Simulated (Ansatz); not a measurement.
**How the geometry moves the gap of Cs3Bi2Br9 (P-3m1)**

Wanted: the change of the gap of Cs3Bi2Br9 (P-3m1) on relaxing cell and ions.

Program: Ansatz 0.2.0. Level of theory: r2SCAN, HSE06 and G0W0, plane waves, PAW. Values are calculated unless marked as measured.

**The experiments to reproduce.**

- Gap 2.5 eV: indirect gap from Tauc plot; UV-vis diffuse reflectance, Tauc plot; powder (antisolvent-crystallized powder) (“Cs3Bi2Br9/g-C3N4 Direct Z-Scheme Heterojunction for Enhanced Photocatalytic Reduction of CO2 to CO”, 2023, pmc:10601477).

- Gap 2.6 eV: direct gap from Tauc plot; UV-vis diffuse reflectance, Tauc plot; powder (antisolvent-crystallized powder) (“Cs3Bi2Br9/g-C3N4 Direct Z-Scheme Heterojunction for Enhanced Photocatalytic Reduction of CO2 to CO”, 2023, pmc:10601477).

- Gap 2.5 eV: optical absorption edge; UV-visible absorption; 300 K; powder (crystalline powder) (“Pressure induced emergence of visible luminescence in Cs3Bi2Br9: Effect of structural distortion in optical behaviour”, 2020, arxiv:2009.01478).

Report form: inputs, costs, results and the conclusion, without the logs.

## (1) The starting structure

The structure is trigonal, space group P-3m1 (No. 164). Conventional cell: a = 7.972 Å, b = 7.972 Å, c = 9.867 Å, α = 90.00°, β = 90.00°, γ = 120.00°. Nearest to Cs lie 12 Br at 3.96 to 4.01 Å. Cs has 12 Br at 3.99 to 4.07 Å nearest. Nearest to Bi lie 6 Br at 2.71 to 2.98 Å. Nearest to Br lie 2 Bi at 2.98 Å and 4 Cs at 3.99 to 4.01 Å. Nearest to Br lie 1 Bi at 2.71 Å and 4 Cs at 3.96 to 4.07 Å. Farther neighbours, and contacts between anions beyond the nearest, are not listed.

The cell and positions come from the Crystallography Open Database and are kept as given unless a step says otherwise. The default PAW set here is soft_2. Its files were made with PBE.

## (2) r2SCAN bands at the given cell

The cheap functional maps the bands first; the places of the edges decide which points the dearer methods must see.

This step: DFT, r2SCAN, plane waves, PAW.

The input, input.yaml:

```yaml
crystal:
  lattice:
    - [7.972, 0.0, 0.0]
    - [-3.986, 6.903954519, 0.0]
    - [0.0, 0.0, 9.867]
  atoms:
    - { symbol: Cs, position: [0.6666666667, 0.3333333333, 0.6669] }
    - { symbol: Cs, position: [0.3333333333, 0.6666666667, 0.3331] }
    - { symbol: Cs, position: [0.0, 0.0, 0.0] }
    - { symbol: Bi, position: [0.6666666667, 0.3333333333, 0.1918] }
    - { symbol: Bi, position: [0.3333333333, 0.6666666667, 0.8082] }
    - { symbol: Br, position: [0.5, 0.5, 0.0] }
    - { symbol: Br, position: [0.5, 0.0, 0.0] }
    - { symbol: Br, position: [0.0, 0.5, 0.0] }
    - { symbol: Br, position: [0.3353, 0.16765, 0.3394] }
    - { symbol: Br, position: [0.83235, 0.16765, 0.3394] }
    - { symbol: Br, position: [0.83235, 0.6647, 0.3394] }
    - { symbol: Br, position: [0.16765, 0.3353, 0.6606] }
    - { symbol: Br, position: [0.16765, 0.83235, 0.6606] }
    - { symbol: Br, position: [0.6647, 0.83235, 0.6606] }
kpoints:
  mp_grid: { grid: [6, 6, 2] }
  band_path:
    path:
      - [[0.0, 0.0, 0.0], [0.5, 0.0, 0.0], [0.33333333, 0.33333333, 0.0], [0.0, 0.0, 0.0], [0.0, 0.0, 0.5], [0.5, 0.0, 0.5], [0.33333333, 0.33333333, 0.5], [0.0, 0.0, 0.5]]
      - [[0.5, 0.0, 0.5], [0.5, 0.0, 0.0]]
      - [[0.33333333, 0.33333333, 0.5], [0.33333333, 0.33333333, 0.0]]
    npoints: 10
hamiltonian:
  xc: r2scan
scf:
  occupations: { method: fermi_dirac, width: 0.02 }
  n_extra_bands: 8
output:
  eigenvalues: true
  forces: true
  stress: true
  write_density: true
  write_potential: true
  elf: true
  volumetric_format: npy
```

The run is started by

```
> ansatz run input.yaml --threads 3 --pin off --max-ram 92160MiB --backend cuda --events-out ev --progress --plain --runs-dir out --devices 1 --max-vram 13GiB
```

It took 17 s on 1 × NVIDIA H100 80GB HBM3 (shared by 6 runs) with 3 threads of AMD EPYC 7R13 (Zen 3), shared host; peak memory 2 GiB; 30 s of CPU time.

This step gave:

- pressure: 0.6206 GPa
- filled bands: 60
- gap: 2.887 eV
- valence top at: k = (0.067, 0.067, 0.000)
- conduction bottom at: Γ
- least direct gap: 2.892 eV

The gap is indirect, with the least direct gap 0.004 eV higher.

## (3) Relaxing cell and ions

A relaxation comes first: leftover forces or stress would pass straight into the levels.

input.yaml, the sections that differ from step 2:

```yaml
kpoints:
  mp_grid: { grid: [6, 6, 2] }
scf:
  occupations: { method: fermi_dirac, width: 0.02 }
relax:
  f_tol: 0.01
  max_steps: 60
  cell: {}
# crystal, hamiltonian: as in step 2
# output: removed
```

Elapsed: 22 s, on 1 × NVIDIA H100 80GB HBM3 (shared by 6 runs) with 3 threads; peak memory 1.2 GiB.

Step by step:

```
step  energy less that of the first step (eV)  largest force component (eV/Å)  pressure (GPa)  volume (Å³)
   1                                   0.0000                          0.2076            0.62       543.06
   2                                  -0.0222                          0.0373            0.05       549.72
   3                                  -0.0256                          0.0129            0.00       556.17
   4                                  -0.0259                          0.0077            0.00       556.00
  5*                                  -0.0272                          0.0077            0.00       556.00
```

Relaxation steps marked * repeat the geometry before them on a plane-wave basis chosen anew for their cell, so energy and pressure can jump there.

The run keeps the 12 symmetry operations that the program found, so distortions that break them were not tested.

```
conventional cell, symmetrised  before  after  change
                         a (Å)   7.972  8.037  +0.8 %
                         b (Å)   7.972  8.037  +0.8 %
                         c (Å)   9.867  9.940  +0.7 %
              volume (Å³/atom)   38.79  39.71  +2.4 %
```

The atoms that moved most (Å, as changes of fractional coordinates times the final cell):

```
atom      dx      dy      dz  length
 Cs2   0.000   0.000   0.027   0.027
 Cs1   0.000   0.000  -0.027   0.027
Br13  -0.006   0.003   0.019   0.020
Br14   0.006   0.003   0.019   0.020
Br12   0.000  -0.007   0.019   0.020
Br10   0.006  -0.003  -0.019   0.020
Br11   0.000   0.007  -0.019   0.020
 Br9  -0.006  -0.003  -0.019   0.020
```

## (4) r2SCAN at the relaxed cell

The input, input.yaml:

```yaml
crystal:
  lattice:
    - [8.0365792638, 0.0, 0.0]
    - [-4.0182896319, 6.959881802, 0.0]
    - [0.0, 0.0, 9.9402750246]
  atoms:
    - { symbol: Cs, position: [0.6666666667, 0.3333333333, 0.6641432841] }
    - { symbol: Cs, position: [0.3333333333, 0.6666666667, 0.3358567159] }
    - { symbol: Cs, position: [0.0, 0.0, 0.0] }
    - { symbol: Bi, position: [0.6666666667, 0.3333333333, 0.1899569631] }
    - { symbol: Bi, position: [0.3333333333, 0.6666666667, 0.8100430369] }
    - { symbol: Br, position: [0.5, 0.5, 0.0] }
    - { symbol: Br, position: [0.5, 0.0, 0.0] }
    - { symbol: Br, position: [0.0, 0.5, 0.0] }
    - { symbol: Br, position: [0.3343493036, 0.1671746518, 0.3375031298] }
    - { symbol: Br, position: [0.8328253482, 0.1671746518, 0.3375031298] }
    - { symbol: Br, position: [0.8328253482, 0.6656506964, 0.3375031298] }
    - { symbol: Br, position: [0.1671746518, 0.3343493036, 0.6624968702] }
    - { symbol: Br, position: [0.1671746518, 0.8328253482, 0.6624968702] }
    - { symbol: Br, position: [0.6656506964, 0.8328253482, 0.6624968702] }
kpoints:
  mp_grid: { grid: [6, 6, 2] }
  band_path:
    path:
      - [[0.0, 0.0, 0.0], [0.5, 0.0, 0.0], [0.33333333, 0.33333333, 0.0], [0.0, 0.0, 0.0], [0.0, 0.0, 0.5], [0.5, 0.0, 0.5], [0.33333333, 0.33333333, 0.5], [0.0, 0.0, 0.5]]
      - [[0.5, 0.0, 0.5], [0.5, 0.0, 0.0]]
      - [[0.33333333, 0.33333333, 0.5], [0.33333333, 0.33333333, 0.0]]
    npoints: 10
hamiltonian:
  xc: r2scan
scf:
  occupations: { method: fermi_dirac, width: 0.02 }
  n_extra_bands: 8
output:
  eigenvalues: true
  forces: true
  stress: true
```

Elapsed: 21 s, on 1 × NVIDIA H100 80GB HBM3 (shared by 6 runs) with 3 threads; peak memory 1.9 GiB; 25 s of CPU time.

Numbers from this step:

| Quantity | Value |
| --- | --- |
| pressure | -0.001886 GPa |
| gap | 2.880 eV |
| valence top at | k = (0.150, 0.000, 0.000) |
| conduction bottom at | Γ |
| least direct gap | 2.887 eV |

The gap is indirect, with the least direct gap 0.007 eV higher.

## (5) HSE06 at the relaxed cell

The screened hybrid is the usual rung above semilocal functionals: a quarter of exact exchange, cut off beyond a few ångström.

This step: DFT, HSE06, plane waves, PAW.

input.yaml: that of step 4 with these lines changed.

```diff
@@ -21,13 +21,18 @@
 kpoints:
-  mp_grid: { grid: [6, 6, 2] }
+  mp_grid: { grid: [3, 3, 2] }
   band_path:
     path:
-      - [[0.0, 0.0, 0.0], [0.5, 0.0, 0.0], [0.33333333, 0.33333333, 0.0], [0.0, 0.0, 0.0], [0.0, 0.0, 0.5], [0.5, 0.0, 0.5], [0.33333333, 0.33333333, 0.5], [0.0, 0.0, 0.5]]
-      - [[0.5, 0.0, 0.5], [0.5, 0.0, 0.0]]
-      - [[0.33333333, 0.33333333, 0.5], [0.33333333, 0.33333333, 0.0]]
-    npoints: 10
+      - [0.0, 0.0, 0.0]
+      - [0.5, 0.0, 0.0]
+      - [0.33333333, 0.33333333, 0.0]
+      - [0.0, 0.0, 0.5]
+      - [0.5, 0.0, 0.5]
+      - [0.33333333, 0.33333333, 0.5]
+      - [0.066666666, 0.066666666, 0.0]
+      - [0.15, 0.0, 0.0]
+    npoints: 1
 hamiltonian:
-  xc: r2scan
+  xc: hse06
 scf:
-  occupations: { method: fermi_dirac, width: 0.02 }
+  occupations: { method: fixed }
   n_extra_bands: 8
@@ -35,3 +40,5 @@
   eigenvalues: true
-  forces: true
-  stress: true
+  write_density: true
+  write_potential: true
+  elf: true
+  volumetric_format: npy
```

Wall time 73 s (1 × NVIDIA H100 80GB HBM3 (shared by 6 runs) with 3 threads); peak memory 1.8 GiB.

Numbers from this step:

| Item | Value |
| --- | --- |
| gap | 3.230 eV |
| valence top at | k = (0.067, 0.067, 0.000) |
| conduction bottom at | Γ |
| least direct gap | 3.236 eV |

The gap stands +0.35 eV against r2SCAN.

## (6) G0W0 at the relaxed cell

Now the one-shot GW correction: screening in the RPA, then the self-energy of the levels asked for.

This step: G0W0 on r2SCAN, plane waves, PAW.

input.yaml: that of step 5 with these lines changed.

```diff
@@ -22,23 +22,11 @@
   mp_grid: { grid: [3, 3, 2] }
-  band_path:
-    path:
-      - [0.0, 0.0, 0.0]
-      - [0.5, 0.0, 0.0]
-      - [0.33333333, 0.33333333, 0.0]
-      - [0.0, 0.0, 0.5]
-      - [0.5, 0.0, 0.5]
-      - [0.33333333, 0.33333333, 0.5]
-      - [0.066666666, 0.066666666, 0.0]
-      - [0.15, 0.0, 0.0]
-    npoints: 1
 hamiltonian:
-  xc: hse06
+  xc: r2scan
 scf:
   occupations: { method: fixed }
-  n_extra_bands: 8
-output:
-  eigenvalues: true
-  write_density: true
-  write_potential: true
-  elf: true
-  volumetric_format: npy
+gw:
+  n_empty_bands: 500
+  ecut_chi: 54
+  qp_bands: [v4, c4]
+  qp_kpoints: band_edges
+  screening: { model: contour_deformation }
```

Elapsed: 50 s, on 1 × NVIDIA H100 80GB HBM3 (shared by 6 runs) with 3 threads; peak memory 3.3 GiB; 75 s of CPU time.

This step gave:

| Quantity | Value |
| --- | --- |
| bands summed | 560 |
| RPA ε∞ on this mesh (eigenvalues) | 3.354, 3.378, 3.378 |
| plane waves in the screening matrix | 491 |
| G0W0 gap on the mesh | 3.976 eV |
| k of the valence top | 0, 0, 0 |
| k of the conduction bottom | 0, 0, 0 |
| starting gap on the mesh | 2.887 eV |
| least direct G0W0 gap on the computed points | 3.976 eV |

The gap on the mesh goes from 2.89 eV to 3.98 eV, a correction of +1.09 eV. Between the two edge states, bare exchange in place of the xc potential would open the gap by 5.37 eV, and correlation takes back 4.28 eV.

## (7) G0W0 at the given cell

The input, input.yaml:

```yaml
crystal:
  lattice:
    - [7.972, 0.0, 0.0]
    - [-3.986, 6.903954519, 0.0]
    - [0.0, 0.0, 9.867]
  atoms:
    - { symbol: Cs, position: [0.6666666667, 0.3333333333, 0.6669] }
    - { symbol: Cs, position: [0.3333333333, 0.6666666667, 0.3331] }
    - { symbol: Cs, position: [0.0, 0.0, 0.0] }
    - { symbol: Bi, position: [0.6666666667, 0.3333333333, 0.1918] }
    - { symbol: Bi, position: [0.3333333333, 0.6666666667, 0.8082] }
    - { symbol: Br, position: [0.5, 0.5, 0.0] }
    - { symbol: Br, position: [0.5, 0.0, 0.0] }
    - { symbol: Br, position: [0.0, 0.5, 0.0] }
    - { symbol: Br, position: [0.3353, 0.16765, 0.3394] }
    - { symbol: Br, position: [0.83235, 0.16765, 0.3394] }
    - { symbol: Br, position: [0.83235, 0.6647, 0.3394] }
    - { symbol: Br, position: [0.16765, 0.3353, 0.6606] }
    - { symbol: Br, position: [0.16765, 0.83235, 0.6606] }
    - { symbol: Br, position: [0.6647, 0.83235, 0.6606] }
kpoints:
  mp_grid: { grid: [3, 3, 2] }
hamiltonian:
  xc: r2scan
scf:
  occupations: { method: fixed }
gw:
  n_empty_bands: 489
  ecut_chi: 54
  qp_bands: [v4, c4]
  qp_kpoints: band_edges
  screening: { model: contour_deformation }
```

Wall time 54 s (1 × NVIDIA H100 80GB HBM3 (shared by 6 runs) with 3 threads); peak memory 3.3 GiB.

This step gave:

| Quantity | Value |
| --- | --- |
| bands summed | 549 |
| RPA ε∞ on this mesh (eigenvalues) | 3.404, 3.404, 3.408 |
| plane waves in the screening matrix | 491 |
| G0W0 gap on the mesh | 3.965 eV |
| k of the valence top | 0, 0, 0 |
| k of the conduction bottom | 0, 0, 0 |
| starting gap on the mesh | 2.892 eV |
| least direct G0W0 gap on the computed points | 3.965 eV |

The gap on the mesh goes from 2.89 eV to 3.97 eV, a correction of +1.07 eV. Between the two edge states, bare exchange in place of the xc potential would open the gap by 5.34 eV, and correlation takes back 4.26 eV.

## (8) Together

G0W0 rows are gaps on the mesh, lowered where the mesh misses an edge of the band path.

```
      level  given cell (eV)  relaxed cell (eV)  change (eV)
     r2SCAN             2.89               2.88        −0.01
      HSE06                -               3.23            -
G0W0@r2SCAN             3.96               3.97        +0.01
```

## (9) Results

| Item | Value |
| --- | --- |
| volume change | +2.4 % |
| r2SCAN, given cell | 2.89 eV |
| r2SCAN, relaxed cell | 2.88 eV |
| HSE06, relaxed cell | 3.23 eV |
| G0W0@r2SCAN, relaxed cell | 3.97 eV |
| G0W0@r2SCAN, given cell | 3.96 eV |
| known limits | short of the basis limit; no spin-orbit coupling |

What this shows: Relaxation changes the volume by +2.4 % and the gap by −0.01 eV (r2SCAN) and +0.01 eV (G0W0@r2SCAN). Against experiment, by G0W0@r2SCAN at the given cell: the gap of 3.96 eV lies +1.46 eV from the measured 2.5 eV (indirect, 2023); the gap of 3.96 eV lies +1.46 eV from the measured 2.5 eV (optical, 300 K, 2020). An exciton line or allowed optical edge lies below the quasiparticle gap by the binding energy; a forbidden edge can push the onset above it. The calculation has static nuclei and no excitons; a measured gap holds zero-point and thermal motion, which mostly lowers it. With atoms this heavy the missing spin-orbit coupling may be the largest error. Bands and cutoff are finite, so the gap stands short of the basis limit, usually by up to a few tenths of an eV; the mesh is an error of its own. Where an edge is built on 6p states of lead, bismuth or thallium, scalar-relativistic gaps usually stand too wide, by a few tenths to over one eV.

[Long decimals in the printed logs are rounded to 6 places.]

[Logs are printed without paths, hosts, clocks, repeated set-up lines and the standing remarks that a program may print on its own settings, such as how far it seeks lower states.]

[Paths, hosts, dates, memory and timing lines, banners, echoed tables and standing remarks are left out of the program output; an Ansatz launch command may be rebuilt from the run's recorded settings. Measured values are a selection of at most five: reports struck by readers or far from the other reports are left out. None is set beside runs whose start may be inverted or whose files or cutoffs have a known fault.]

[Runs of the session that timed out or met a known fault of the program may be left out.]

[Cells called generated may have been cut or substituted from an entry of the Crystallography Open Database or the Materials Project.]

[Hosts, paths, dates, database ids (printed as entryN), source tags and the programs' standing remarks are cut or masked in the printed files.]

[Where the starting crystal was built by hand or by swapping elements, it need not be the compound's stable phase.]
